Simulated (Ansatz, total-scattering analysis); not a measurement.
# From S(Q) to neighbour shells

The sample: water and urea (24 H2O and 4 urea; N 7.7, C 3.9, O 26.9, H 61.5 atom %) at 370 K, fixed volume (mean pressure 0.7 GPa), ρ₀ = 0.1024 Å⁻³. The data come from ab initio molecular dynamics with Ansatz (revPBE-D3(BJ), plane waves, PAW default files, Langevin thermostat, no spin, fixed volume, H with the mass of D). The average runs over 0.46 ps of 104 atoms, so shells between rare elements are rough. Mean temperature 388 K, largest m.s.d. 0.78 Å², energy drift -4 meV an atom (last third less first, no steady trend), Langevin friction 10 ps⁻¹; the first quarter of the run is discarded. Preparation: last frame of a classical run of this cell, a melt at this density, then 0.4 ps at 370 K with a cheaper basis and a friction of 10 ps⁻¹ (mean temperature of the first stage 382 K), too short to forget the start in full. So short a stretch relaxes bonds and nearest shells but still remembers its start. It is a liquid as far as so short a run tells.

The totals are in Faber–Ziman form. Below 4 Å⁻¹ the partials are summed on the cell's own reciprocal vectors (from 0.62 Å⁻¹) and folded with a Gaussian of σ = 0.14 Å⁻¹; above it they are transforms of g(r) out to 6.8 Å, tapered over the last 40 %. The fold lowers sharp peaks, and with so few vectors their positions are good to about 0.1 Å⁻¹. X-rays take neutral-atom form factors, neutrons coherent lengths (N 9.36, C 6.6472, O 5.8037, H 6.6681 fm). Hydrogen is taken as deuterium. G(r) = 4πrρ₀[g(r) − 1] carries the resolution of a Lorch-windowed transform up to 20 Å⁻¹. The patterns are simulated, not measured. The cell is small: beyond half the box only the part of each shell inside it is counted, and low-Q values rest on few vectors.

| Q (Å⁻¹) | X-ray | neutron |
| --- | --- | --- |
| 0.6 | -0.62 | 0.18 |
| 0.9 | -0.54 | 0.28 |
| 1.2 | -0.15 | 0.48 |
| 1.5 | 0.22 | 0.79 |
| 1.8 | 1.72 | 1.67 |
| 2.1 | 1.82 | 1.74 |
| 2.4 | 1.32 | 1.45 |
| 2.7 | 1.13 | 0.95 |
| 3.0 | 1.14 | 0.81 |
| 3.3 | 0.86 | 0.82 |
| 3.6 | 0.68 | 0.89 |
| 3.9 | 0.60 | 0.86 |
| 4.2 | 0.67 | 0.80 |
| 4.5 | 0.92 | 0.77 |
| 4.8 | 1.06 | 0.77 |
| 5.1 | 1.10 | 0.79 |
| 5.4 | 1.08 | 0.82 |
| 5.7 | 1.05 | 0.90 |
| 6.0 | 1.03 | 0.99 |
| 6.3 | 1.05 | 1.07 |
| 6.6 | 1.09 | 1.08 |
| 6.9 | 1.09 | 1.06 |
| 7.2 | 1.04 | 1.05 |
| 7.5 | 0.98 | 1.08 |
| 7.8 | 0.92 | 1.12 |
| 8.1 | 0.85 | 1.14 |
| 8.4 | 0.86 | 1.13 |
| 8.7 | 0.95 | 1.12 |
| 9.0 | 1.04 | 1.08 |
| 9.3 | 1.05 | 1.03 |
| 9.6 | 1.03 | 0.99 |
| 9.9 | 1.03 | 0.96 |
| 10.2 | 1.03 | 0.93 |
| 10.5 | 1.01 | 0.90 |
| 10.8 | 1.01 | 0.88 |
| 11.1 | 1.05 | 0.89 |
| 11.4 | 1.08 | 0.90 |
| 11.7 | 1.07 | 0.92 |
| 12.0 | 1.01 | 0.95 |

G(r):

```tsv
r (Å)	X-ray	neutron
0.6	-0.34	-0.80
0.7	-0.26	-1.02
0.8	-0.13	-0.04
0.9	-0.15	2.08
1.0	-0.36	3.13
1.1	-0.22	1.83
1.2	0.65	-0.25
1.3	1.35	-1.04
1.4	0.75	-0.66
1.5	-0.73	-0.41
1.6	-1.82	-0.55
1.7	-2.03	-0.80
1.8	-1.87	-1.05
1.9	-1.95	-1.15
2.0	-2.17	-0.98
2.1	-1.95	-0.74
2.2	-1.17	-0.60
2.3	-0.75	-0.55
2.4	-1.21	-0.63
2.5	-1.59	-0.82
2.6	-0.82	-0.93
2.7	0.47	-0.90
2.8	1.12	-0.76
2.9	1.03	-0.53
3.0	0.67	-0.11
3.1	0.31	0.33
3.2	-0.01	0.59
3.3	-0.15	0.67
3.4	-0.04	0.66
3.5	0.23	0.66
3.6	0.45	0.65
3.7	0.53	0.61
3.8	0.55	0.62
3.9	0.68	0.67
4.0	0.82	0.68
4.1	0.79	0.58
4.2	0.68	0.43
4.3	0.74	0.31
4.4	0.89	0.19
4.5	0.77	0.00
4.6	0.33	-0.20
4.7	-0.07	-0.33
4.8	-0.16	-0.35
4.9	-0.08	-0.30
5.0	-0.04	-0.24
5.1	-0.17	-0.20
5.2	-0.47	-0.19
5.3	-0.77	-0.22
5.4	-0.82	-0.23
5.5	-0.60	-0.19
5.6	-0.29	-0.10
5.7	-0.02	0.00
5.8	0.16	0.10
5.9	0.18	0.14
6.0	-0.01	0.13
```

**Question.** Which pairs make the maxima of G(r) below 4.5 Å, and what can the data say of the number of neighbours?

Each pair enters with the weight ci cj fi fj (2 − δij)/⟨f⟩², taking f = Z for X-rays at Q = 0: H–H 0.03 / 0.38; O–O 0.37 / 0.06; O–H 0.21 / 0.29; N–O 0.19 / 0.05; N–H 0.05 / 0.13; C–O 0.08 / 0.02; C–H 0.02 / 0.05; N–N 0.02 / 0.01 (X-ray / neutron).

| radiation | maximum (Å) | G (Å⁻²) | pairs that make it (share of the curvature of G, each pair at the same resolution) |
| --- | --- | --- | --- |
| X-ray | 0.84 | -0.10 | O–H or a ripple of the cut in Q |
| X-ray | 1.31 | 1.36 | N–C 58 %, C–O 42 % |
| X-ray | 1.83 | -1.85 | a ripple of the cut in Q |
| X-ray | 2.29 | -0.74 | N–O 71 %, N–N 28 % |
| X-ray | 2.83 | 1.17 | O–O 92 % |
| X-ray | 4.03 | 0.83 | N–O 52 %, C–O 31 %, N–C 10 % |
| X-ray | 4.42 | 0.91 | O–O 59 %, N–C 17 %, N–N 15 % |
| neutron | 0.99 | 3.19 | O–H 67 %, N–H 33 % |
| neutron | 1.50 | -0.41 | H–H 76 % |
| neutron | 2.30 | -0.55 | N–O 39 %, H–H 31 %, N–N 30 %, merged with C–H at 2.05 Å, share not resolved |
| neutron | 3.96 | 0.69 | H–H 35 %, N–H 30 %, C–H 13 % |

The first shell (O–H, 0.98 Å) shares its range with N–H (1.02 Å) and C–O (1.26 Å), so its area is a weighted sum. The maxima can be assigned, but 2 totals can't separate 10 partials, so the counts below come from the model itself.

From the coordinates:

| pair | first peak (Å) | g there | first minimum (Å) | g there | neighbours | kind |
| --- | --- | --- | --- | --- | --- | --- |
| O–H | 0.98 | 22.2 | 1.26 | 0.00 | 1.7 H per O, 0.8 O per H | within molecules |
| N–H | 1.02 | 25.1 | 1.30 | 0.00 | 2.0 H per N, 0.2 N per H | within molecules |
| C–O | 1.26 | 20.6 | 1.60 | 0.00 | 1.0 O per C, 0.1 C per O | within molecules |
| N–C | 1.37 | 103.8 | 1.76 | 0.00 | 1.0 C per N, 2.0 N per C | within molecules |
| H–H | 1.55 | 2.4 | 1.90 | 0.29 | 1.0 | within molecules |
| C–H | 2.05 | 6.7 | 2.44 | 0.37 | 4.4 H per C, 0.3 C per H | within molecules |
| N–O | 2.30 | 4.0 | 2.56 | 0.03 | 1.0 O per N, 0.3 N per O | within molecules |
| N–N | 2.33 | 16.8 | 2.62 | 0.07 | 1.0 | within molecules |
| O–O | 2.82 | 2.5 | 3.28 | 0.84 | 3.4 | between molecules |

Distances within molecules give the sharpest pair functions, and with hydrogen they rule the neutron S(Q) at high Q: O–H 0.98 Å, N–H 1.02 Å, C–O 1.26 Å, N–C 1.37 Å, H–H 1.55 Å and C–H 2.05 Å (first peaks only). On the last frame 88 % of the H on O, N or F point at an acceptor of another molecule or at an anion within hydrogen-bond range (2.35 Å to O, N, F; 2.85 Å to Cl, Br, I).

[Logs are printed without paths, hosts, clocks, repeated set-up lines and the standing remarks that a program may print on its own settings, such as how far it seeks lower states.]
